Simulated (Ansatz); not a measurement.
# CuSb2 (built on the sites of a database entry of Sb2Au): phonons and vibrational spectra, part 2 of 2

Aim: the phonons of CuSb2 (built on the sites of a database entry of Sb2Au) at a cell relaxed beforehand at this level. After the zone centre comes a 2×2×2 q mesh on a 10×10×10 k mesh.

Ansatz 0.2.0; DFT PBEsol, scalar-relativistic, plane waves, PAW.

So far. Step 2 (Modes at Γ): Before it was imposed, the acoustic sum rule was missed by 1.0e-4 eV/Å². Small misses are needed for a sound result but don't prove that mesh and cutoff are converged. The lowest optical mode is real, 105 cm⁻¹.

The structure was built from a prototype and need not be the compound's stable phase.

### 3. The dispersion (continued)

Phonopy on the run's constants, 15x15x15 mesh, Gaussian sigma 2.0 cm-1. Interpolated from a 2×2×2 q mesh. Partial phonon density of states against wavenumber; read off at these points; values in 1/cm⁻¹/cell:

| wavenumber (cm⁻¹) | Cu | Sb |
| --- | --- | --- |
| -5.0 | 0 | 3.0e-6 |
| 0.0 | 4.0e-5 | 1.4e-4 |
| 5.0 | 1.0e-5 | 2.8e-5 |
| 10.0 | 2.7e-4 | 0.00103 |
| 15.0 | 3.2e-4 | 0.00113 |
| 20.0 | 0.00111 | 0.00384 |
| 25.0 | 0.00175 | 0.00556 |
| 30.0 | 0.00251 | 0.00739 |
| 35.0 | 0.00494 | 0.0136 |
| 40.0 | 0.00844 | 0.0210 |
| 45.0 | 0.0137 | 0.0299 |
| 50.0 | 0.0262 | 0.0501 |
| 55.0 | 0.0362 | 0.0710 |
| 60.0 | 0.0285 | 0.0612 |
| 65.0 | 0.0122 | 0.0346 |
| 70.0 | 0.0391 | 0.0694 |
| 73.5 | 0.0659 | 0.0800 |
| 75.0 | 0.0628 | 0.0774 |
| 80.0 | 0.0410 | 0.0659 |
| 85.0 | 0.0185 | 0.0666 |
| 90.0 | 0.0197 | 0.0645 |
| 95.0 | 0.0244 | 0.0464 |
| 100.0 | 0.0226 | 0.0430 |
| 105.0 | 0.0225 | 0.0441 |
| 110.0 | 0.0215 | 0.0442 |
| 115.0 | 0.0456 | 0.0868 |
| 120.0 | 0.0757 | 0.133 |
| 122.9 | 0.0822 | 0.159 |
| 123.8 | 0.0793 | 0.162 |
| 125.0 | 0.0678 | 0.148 |
| 130.0 | 0.00414 | 0.0109 |
| 135.0 | 2.0e-6 | 4.0e-6 |

Harmonic thermodynamic functions per atom, from the density of states. Interpolated from a 2×2×2 q mesh. Thermodynamic functions, by row:

```csv
T (K),F_vib (meV/atom),S (J/mol-atom/K),C_V (J/mol-atom/K)
0,16.57,0,0
50,15.05,9.003,14.87
100,6.84,21.95,21.59
200,-24.99,37.92,24.03
300,-69.73,47.78,24.53
400,-123.1,54.87,24.71
500,-182.9,60.39,24.79
600,-247.9,64.92,24.84
700,-317.3,68.75,24.86
800,-390.3,72.07,24.88
900,-466.5,75,24.89
1000,-545.6,77.62,24.9
```

Harmonic mean-square displacement, third of the trace. Interpolated from a 2×2×2 q mesh. Mean square displacements, by row:

| T (K) | Sb1 U_eq (Å²) | Sb2 U_eq (Å²) | Cu3 U_eq (Å²) |
| --- | --- | --- | --- |
| 0 | 0.00178 | 0.00178 | 0.00335 |
| 100 | 0.00426 | 0.00426 | 0.00759 |
| 300 | 0.01192 | 0.01192 | 0.02112 |
| 600 | 0.02366 | 0.02366 | 0.04192 |

Symmetry leaves 3 wavevectors to solve. The lowest mode among them, the acoustic zeros apart, lies at q = (0, 0, -0.5) and is real, 51.8 cm⁻¹.

### 4. Another isotope, element Cu, natural mass 63.546 amu

An isotope changes the mass and not the force constants, so no new electronic calculation is needed; the shifts show which modes move this element.

The same force constants with the mass of Cu changed from 63.546 to 64.928 u (phonopy, no LO-TO term). Both lists are sorted by frequency; levels can cross, so a row need not hold one and the same mode. Modes under 3 cm⁻¹ are left out. Isotope shifts, by row:

```
          q  rank  natural mass (cm⁻¹)  changed mass (cm⁻¹)
      0 0 0     4                105.4                104.5
      0 0 0     5                105.4                104.5
      0 0 0     6                105.4                104.5
      0 0 0     7                118.2                118.2
      0 0 0     8                118.2                118.2
      0 0 0     9                118.2                118.2
   0 0 -0.5     1                51.79                51.52
   0 0 -0.5     2                51.79                51.52
   0 0 -0.5     3                72.18                71.71
   0 0 -0.5     4                 90.5                 90.5
   0 0 -0.5     5                 90.5                 90.5
   0 0 -0.5     6                112.6                112.6
   0 0 -0.5     7                120.2                119.7
   0 0 -0.5     8                123.7                  123
   0 0 -0.5     9                123.7                  123
0 -0.5 -0.5     1                55.56                55.56
0 -0.5 -0.5     2                55.56                55.56
0 -0.5 -0.5     3                66.71                66.71
0 -0.5 -0.5     4                71.01                 70.5
0 -0.5 -0.5     5                71.01                 70.5
0 -0.5 -0.5     6                93.96                92.96
0 -0.5 -0.5     7                116.6                116.2
0 -0.5 -0.5     8                116.6                116.2
0 -0.5 -0.5     9                119.2                119.2
```

A mode of this element alone would shift by -1.07 %. The highest zone-centre frequency without the field goes from 118.2 to 118.2 cm⁻¹ (+0.0 %). The product of the frequency ratios over all optical modes at Γ is 0.975; the product rule, (m/m′)^(3k/2) (M′/M)^(3/2) with k = 1 such atoms and M the mass of the cell, gives 0.975.

### 5. Isotope substitution, element Sb, natural mass 121.76 amu

The same for Sb, from 121.76 to 122.90 u.

A mode of this element alone would shift by -0.47 %. The highest zone-centre frequency without the field goes from 118.2 to 117.7 cm⁻¹ (-0.5 %). The product of the frequency ratios over all optical modes at Γ is 0.983; the product rule, (m/m′)^(3k/2) (M′/M)^(3/2) with k = 2 such atoms and M the mass of the cell, gives 0.983.

### 6. What came out

| Item | Value |
| --- | --- |
| space group (within 0.01 Å) | Fm-3m |
| volume per atom | 22.9 Å³ |
| electronic character | no gap on this mesh |
| highest optical mode at the zone centre (no LO-TO term) | 118 cm⁻¹ |
| lowest optical zone-centre mode | 105 cm⁻¹ |
| lowest mode on the q mesh (acoustic modes at Γ apart) | 51.8 cm⁻¹ |
| highest frequency on the path or at a solved wavevector | 127 cm⁻¹ |
| zero-point energy per atom | 16.6 meV |
| heat capacity at 300 K | 24.5 J/(mol atoms K) |
| vibrational entropy at 300 K | 47.8 J/(mol atoms K) |
| Debye temperature (second moment) | 173 K |
| imaginary modes on the 2×2×2 q mesh | none |

The structure is a minimum as far as tested: no mode is imaginary at the 3 irreducible wavevectors of the 2×2×2 mesh, and the softest away from the acoustic zeros lies at 52 cm⁻¹. The optical modes at Γ span 105 to 118 cm⁻¹. The highest mode in this list at Γ, 118.2 cm⁻¹, is mostly motion of Sb (100 % of the kinetic energy). With no gap, or one that is small against the smearing, the frequencies hang on the k mesh and the smearing, most of all near Kohn anomalies. The phonon runs are without spin polarisation, although the cell has an odd electron count. Spin-orbit coupling is left out, which can matter for the heavy elements here. A phonon run warned that its eigensolver left some bands unconverged in a pass. The starting cell was built on a prototype and not taken from a measurement, so the phase need not exist. These are harmonic frequencies at zero temperature: anharmonic shifts, linewidths and thermal expansion are left out.

[Logs are printed without paths, hosts, clocks, repeated set-up lines and the standing remarks that a program may print on its own settings, such as how far it seeks lower states.]

[Hosts, paths, dates, database ids (printed as entryN), source tags and the programs' standing remarks are cut or masked in the printed files.]
